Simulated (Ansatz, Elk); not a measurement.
# Hf2Pt: X-ray structure factors from the self-consistent density

The structure of Hf2Pt used here is made up (a known structure type with other elements) and was relaxed beforehand with PBEsol. The aim is the Fourier transform of its all-electron density, F(hkl), set beside the sum over free spherical atoms that refinements use.

Program: Elk 11.2.3 (patched build). Level of theory: DFT, PBE, all-electron APW+lo, Dirac cores, scalar-relativistic bands, static density, no spin. Results are calculated unless marked as measured.

The structure was built from a prototype and need not be the compound's stable phase.

## (1) The starting structure

It takes space group Fm-3m (No. 225, cubic). Conventional cell: a = 6.386 Å, b = 6.386 Å, c = 6.386 Å, α = 90.00°, β = 90.00°, γ = 90.00°. Pt has 8 Hf at 2.77 Å nearest. Nearest to Hf lie 4 Pt at 2.77 Å. Farther neighbours are not listed.

## (2) Ground state and structure factors

An all-electron density is needed, since X-rays see the cores too. Task 0 finds the density and task 195 Fourier-transforms it; tshift is off so that phases refer to the origin typed.

Input file elk.in:

```
tasks
  0
  195

xctype
  20

spinpol
  .false.

rgkmax
  7.0

gmaxvr
  14.0

lmaxo
  7

lmaxapw
  8

swidth
  0.002

tshift
  .false.

ramdisk
  .false.

hmaxvr
  5.5

maxscl
  120

epspot
  1e-06

sppath
  './'

avec
  0.00000000000 6.03429116536 6.03429116536
  6.03429116536 -0.00000000000 6.03429116536
  6.03429116536 6.03429116536 -0.00000000000

atoms
  2
  'Pt.in'
  1
  0.0000000000 -0.0000000000 -0.0000000000   0.000000 0.000000 0.000000
  'Hf.in'
  2
  0.7500000000 0.7500000000 0.7500000000   0.000000 0.000000 0.000000
  0.2500000000 0.2500000000 0.2500000000   0.000000 0.000000 0.000000

ngridk
  6 6 6
```

Run with:

```sh
> OMP_NUM_THREADS=4 elk
```

Numbers of over 12 decimals in the logs are rounded to 6 here.

The log of the run:

```text
┌─────────────────────────┐
│ Elk code version 11.2.3 │
└─────────────────────────┘

All units are atomic (Hartree, Bohr, etc.)

┌─────────────────────────────────────────────────┐
│ Ground-state run starting from atomic densities │
└─────────────────────────────────────────────────┘

Lattice vectors :
   0.000000000       6.034291165       6.034291165
   6.034291165      -0.000000000       6.034291165
   6.034291165       6.034291165      -0.000000000

Reciprocal lattice vectors :
 -0.5206233122      0.5206233122      0.5206233122
  0.5206233122     -0.5206233122      0.5206233122
  0.5206233122      0.5206233122     -0.5206233122

Unit cell volume      :    439.4493042
Brillouin zone volume :   0.5644569489

Muffin-tin inner radius fraction :   0.1000000000E-01

Nuclei treated as point charges

Species : 1 (Pt)
 parameters loaded from : Pt.in
 name : platinum
 nuclear charge    :   -78.00000000
 electronic charge :    78.00000000
 atomic mass :    355605.4401
 muffin-tin radius :    2.587924722
 number of radial points in muffin-tin :   1393
 inner part over the whole radius :   0.9935727751E-02
 number on inner part of muffin-tin    :    998
 approximate nuclear radius :   0.1029052813E-03
 number of mesh points to nuclear radius :    525
 atomic positions (lattice), magnetic fields (Cartesian) :
  1 :   0.00000000  0.00000000  0.00000000    0.00000000  0.00000000  0.00000000

Species : 2 (Hf)
 parameters loaded from : Hf.in
 name : hafnium
 nuclear charge    :   -72.00000000
 electronic charge :    72.00000000
 atomic mass :    325367.3659
 muffin-tin radius :    2.587924722
 number of radial points in muffin-tin :   1393
 inner part over the whole radius :   0.9932852760E-02
 number on inner part of muffin-tin    :    997
 approximate nuclear radius :   0.1000320365E-03
 number of mesh points to nuclear radius :    521
 atomic positions (lattice), magnetic fields (Cartesian) :
  1 :  -0.25000000 -0.25000000 -0.25000000    0.00000000  0.00000000  0.00000000
  2 :   0.25000000  0.25000000  0.25000000    0.00000000  0.00000000  0.00000000

Total number of atoms per unit cell :    3
Total muffin-tin volume :    217.8034636
 ratio of muffin-tin to unit cell volume :   0.4956281909

Spin treatment :
 spin-unpolarised

Number of Bravais lattice symmetries :   48
Number of crystal symmetries         :   48
Crystal has inversion symmetry
Real symmetric eigensolver will be used

k-point grid :      6     6     6
k-point offset :    0.000000000       0.000000000       0.000000000
k-point set is reduced with full crystal symmetry group
Total number of k-points :       16

Muffin-tin radius times maximum |G+k| :    7.000000000
 using average radius
Maximum |G+k| for APW functions       :    2.704870023
Maximum (1/2)|G+k|²                   :    3.658160920
Maximum |G| for potential and density :    14.00000000
Constant for pseudocharge density :    9
 order of it for each species :   16  16
 order of it for pair densities of each species (exact exchange by exxq0 0: 17) :   10  10
Radial integration step length :    1

G-vector grid sizes :     40    40    40
Number of G-vectors :    20275

Maximum angular momentum used for
 APW functions            :    8
 outer part of muffin-tin :    7
 inner part of muffin-tin :    2

Total nuclear charge    :   -222.0000000
Total core charge       :    140.0000000
Total valence charge    :    82.00000000
Total excess charge     :    0.000000000
Total electronic charge :    222.0000000

Effective Wigner radius, rₛ :   0.7789132037

Number of empty states         :     12
Total number of valence states :     54
Total number of core states    :    140

Third-order local-orbitals added for an l without core states : T
Total number of local-orbitals :    106

Exchange-correlation functional :     20     0     0
 Perdew-Burke-Ernzerhof, Phys. Rev. Lett. 77, 3865 (1996)
 gradient requirement :    1
 generalised gradient approximation (GGA)

Smearing type :    3
 Fermi-Dirac
Smearing width :   0.2000000000E-02
[...]
exchange                    :     -962.85277341319
 correlation                 :     -13.454259878258
 electron entropic           :    -0.59173949502700E-03
 total energy                :     -48643.308986851

Density of states at Fermi energy :    41.44362949
 (states/Hartree/unit cell)

Estimated indirect band gap :   0.6517740975E-02
 from k-point 15 to k-point 14
Estimated direct band gap   :   0.1152161662E-01
 at k-point 12

Charges :
 core                        :    140.0000000
 valence                     :    82.00000000
 interstitial                :    5.594877366
 muffin-tins (core leakage)
  species : 1 (Pt)
   atom 1                    :    76.61300390     (  0.5428995125E-03)
  species : 2 (Hf)
   atom 1                    :    69.89605937     (  0.1450349082E-05)
   atom 2                    :    69.89605937     (  0.1450349082E-05)
 total in muffin-tins        :    216.4051226
 total calculated charge     :    221.9993847
 total charge                :    222.0000000
 error                       :   0.6153282037E-03

RMS change in Kohn-Sham potential (target) :   0.2439650708     (  0.1000000000E-05)
Absolute change in total energy (target)   :   0.3317650450     (  0.1000000000E-03)

[... loops 3 to 15 left out ...]

┌──────────────────┐
│ Loop number : 16 │
└──────────────────┘

Energies :
 Fermi                       :     0.336965
 sum of occupied eigenvalues :     -29805.451350140
 electron kinetic            :      54888.323596844
 core electron kinetic       :      52985.693797781
 Coulomb                     :     -102553.58542260
 Coulomb potential           :     -83415.311450408
 nuclear-nuclear             :     -4339.4985489107
 electron-nuclear            :     -113107.10016544
 Hartree                     :      14893.013291748
 Madelung                    :     -60845.929697401
 xc potential                :     -1278.4634965764
 exchange                    :     -963.68780622128
 correlation                 :     -13.459734274319
 electron entropic           :    -0.14939456636104E-02
 total energy                :     -48642.410860202

Density of states at Fermi energy :    124.0781633
 (states/Hartree/unit cell)

Estimated indirect band gap :   0.1106816888E-02
 from k-point 16 to k-point 14
Estimated direct band gap   :   0.1320366336E-01
 at k-point 14

Charges :
 core                        :    140.0000000
 valence                     :    82.00000000
 interstitial                :    5.191717346
 muffin-tins (core leakage)
  species : 1 (Pt)
[...]
species : 2 (Hf)
[...]
total in muffin-tins        :    216.8082827
 total calculated charge     :    221.9993916
 total charge                :    222.0000000
 error                       :   0.6083514171E-03

RMS change in Kohn-Sham potential (target) :   0.1129250885E-06 (  0.1000000000E-05)
Absolute change in total energy (target)   :   0.2354582102E-04 (  0.1000000000E-03)

Convergence targets achieved

┌──────────────────┐
│ Loop number : 17 │
└──────────────────┘

Energies :
 Fermi                       :     0.336965
 sum of occupied eigenvalues :     -29805.451342660
 electron kinetic            :      54888.323624113
 core electron kinetic       :      52985.693818797
 Coulomb                     :     -102553.58543884
 Coulomb potential           :     -83415.311466084
 nuclear-nuclear             :     -4339.4985489107
 electron-nuclear            :     -113107.10018296
 Hartree                     :      14893.013293035
 Madelung                    :     -60845.929705793
 xc potential                :     -1278.4635006886
 exchange                    :     -963.68780636494
 correlation                 :     -13.459734275032
 electron entropic           :    -0.14939451948195E-02
 total energy                :     -48642.410849308

Density of states at Fermi energy :    124.0781078
 (states/Hartree/unit cell)

Estimated indirect band gap :   0.1106836031E-02
 from k-point 16 to k-point 14
Estimated direct band gap   :   0.1320365185E-01
 at k-point 14

Charges :
 core                        :    140.0000000
 valence                     :    82.00000000
 interstitial                :    5.191717465
 muffin-tins (core leakage)
  species : 1 (Pt)
   atom 1                    :    77.06451877     (  0.4783226965E-03)
  species : 2 (Hf)
   atom 1                    :    69.87188188     (  0.1380406573E-05)
   atom 2                    :    69.87188188     (  0.1380406573E-05)
 total in muffin-tins        :    216.8082825
 total calculated charge     :    221.9993916
 total charge                :    222.0000000
 error                       :   0.6083513368E-03

┌──────────────────────────────┐
│ Self-consistent loop stopped │
└──────────────────────────────┘

Warning : core states of species 1 leak from the muffin-tin :   0.4783226965E-03

Wrote STATE.OUT
```

Elapsed: 22 s, on 4 threads of Arm Neoverse V1, shared host; peak memory 0.19 GiB; 58 s of CPU time.

SFACRHO.OUT:

```text

h k l indices transformed by vhmat matrix:
   1.000000000       0.000000000       0.000000000    
   0.000000000       1.000000000       0.000000000    
   0.000000000       0.000000000       1.000000000    

      h      k      l  multipl.   |H|            Re(F)            Im(F)           |F|

      0      0      0      1   0.0000000       222.00000      0.92780532E-17   222.00000    
      1      0      0      8  0.90174603       71.451487      -0.0000000       71.451487    
      1      0      1      6   1.0412466      -57.879577      0.39698772E-16   57.879577    
     -1      0      1     12   1.4725451       182.63453     -0.37925404E-16   182.63453    
      2      1      2     24   1.7267122       61.168981      -0.0000000       61.168981    
      0      2      0      8   1.8034921      -51.363492     -0.47645189E-16   51.363492    
      2      0      2      6   2.0824932       163.78191      0.43246261E-18   163.78191    
     -1     -3     -1     24   2.2693444       55.679004      -0.0000000       55.679004    
      1      2      3     24   2.3282982      -46.415920     -0.63480548E-19   46.415920    
      3      3      2     24   2.5505229       150.28765     -0.29778243E-17   150.28765    
     -3      0     -2     24   2.7052381       51.514896      -0.0000000       51.514896    
     -3      0      0      8   2.7052381       51.677917      -0.0000000       51.677917    
      0     -2      2     12   2.9450902       139.78962      0.16135058E-16   139.78962    
     -1      2     -2     48   3.0800491       48.361020      -0.0000000       48.361020    
      0     -3     -3      6   3.1237399      -39.475130     -0.22804737E-16   39.475130    
     -1     -4     -1     24   3.1237399      -39.394805     -0.11911297E-16   39.394805    
     -3     -4     -1     24   3.2927109       131.31092      0.79912593E-17   131.31092    
     -3      1      1     24   3.4139554       45.615896      -0.0000000       45.615896
```

Elk indexes on the primitive cell of elk.in and gives |H| = 4π sin θ/λ in inverse bohr. Below, one row stands for each form hkl of the conventional cell (m members, Friedel mates merged), F is for one primitive cell and the density is static (no thermal factor). Free-atom factors are Waasmaier and Kirfel's, and R is Σm||F|−|F'||/Σm|F|.

| hkl | m | sin θ/λ (Å⁻¹) | abs F, DFT | neutral atoms | diff. |
| --- | --- | --- | --- | --- | --- |
| 111 | 8 | 0.136 | 71.451 | 71.483 | -0.031 |
| 200 | 6 | 0.157 | 57.880 | 57.868 | +0.012 |
| 220 | 12 | 0.221 | 182.635 | 183.366 | -0.731 |
| 311 | 24 | 0.260 | 61.169 | 61.592 | -0.423 |
| 222 | 8 | 0.271 | 51.364 | 51.333 | +0.031 |
| 400 | 6 | 0.313 | 163.782 | 164.086 | -0.304 |
| 331 | 24 | 0.341 | 55.679 | 55.719 | -0.040 |
| 420 | 24 | 0.350 | 46.416 | 46.466 | -0.050 |
| 422 | 24 | 0.384 | 150.288 | 150.327 | -0.039 |
| 511 | 24 | 0.407 | 51.515 | 51.490 | +0.025 |
| 333 | 8 | 0.407 | 51.678 | 51.490 | +0.188 |
| 440 | 12 | 0.443 | 139.790 | 139.789 | +0.001 |
| 531 | 48 | 0.463 | 48.361 | 48.223 | +0.138 |
| 600 | 6 | 0.470 | 39.475 | 39.636 | -0.161 |
| 442 | 24 | 0.470 | 39.395 | 39.636 | -0.241 |
| 620 | 24 | 0.495 | 131.311 | 131.371 | -0.060 |
| 533 | 24 | 0.513 | 45.616 | 45.593 | +0.023 |
| 622 | 24 | 0.519 | 36.909 | 37.141 | -0.232 |

## (3) The highest occupied states alone

An energy window below the Fermi level keeps the highest occupied states, to see at which angles they scatter; shallow core shells can lie inside it and anion s states outside. No new self-consistency is needed.

Edit elk.in of step 2 so:

```diff
@@ -1,3 +1,2 @@
 tasks
-  0
   195
@@ -40,2 +39,5 @@
 
+wsfac
+  -0.104030 0.636970
+
 sppath
```

Run with:

```sh
> OMP_NUM_THREADS=4 elk
```

The log of the run:

```text
┌─────────────────────────────────┐
│ Elk code version 11.2.3 started │
└─────────────────────────────────┘

Info(readinput): the functional depends on the density's gradient
 muffin-tin radial points multiplied by    2.00000
 (not where nrmtscf is given)

┌────────────────────┐
│ Current task : 195 │
└────────────────────┘
Info(checkmt): changed muffin-tin radius of species 1 (Pt) from   2.8000 to   2.5879
Info(checkmt): changed muffin-tin radius of species 2 (Hf) from   2.8000 to   2.5879

Info(sfacrho): density structure factors written to SFACRHO.OUT

 Energy window :  -0.1040300000      0.6369700000

┌──────────────────┐
│ Elk code stopped │
└──────────────────┘
```

Elapsed: 8 s, on 4 threads; peak memory 0.19 GiB; 12 s of CPU time.

States within 12 eV below the Fermi level hold 18.00 electrons; any levels below the window count with the cores. Their amplitudes can exceed the total, where window and core parts have opposite phase:

| hkl | sin θ/λ (Å⁻¹) | abs F, window | abs F, all |
| --- | --- | --- | --- |
| 111 | 0.136 | 5.988 | 71.451 |
| 200 | 0.157 | 3.670 | 57.880 |
| 220 | 0.221 | 2.649 | 182.635 |
| 311 | 0.260 | 1.455 | 61.169 |
| 222 | 0.271 | 1.235 | 51.364 |
| 400 | 0.313 | 0.859 | 163.782 |
| 331 | 0.341 | 0.471 | 55.679 |
| 420 | 0.350 | 0.264 | 46.416 |
| 422 | 0.384 | 0.257 | 150.288 |
| 511 | 0.407 | 0.001 | 51.515 |

[end of part 1 of 2]

[Logs are printed without paths, hosts, clocks, repeated set-up lines and the standing remarks that a program may print on its own settings, such as how far it seeks lower states.]

[Hosts, paths, dates, database ids (printed as entryN), source tags and the programs' standing remarks are cut or masked in the printed files.]
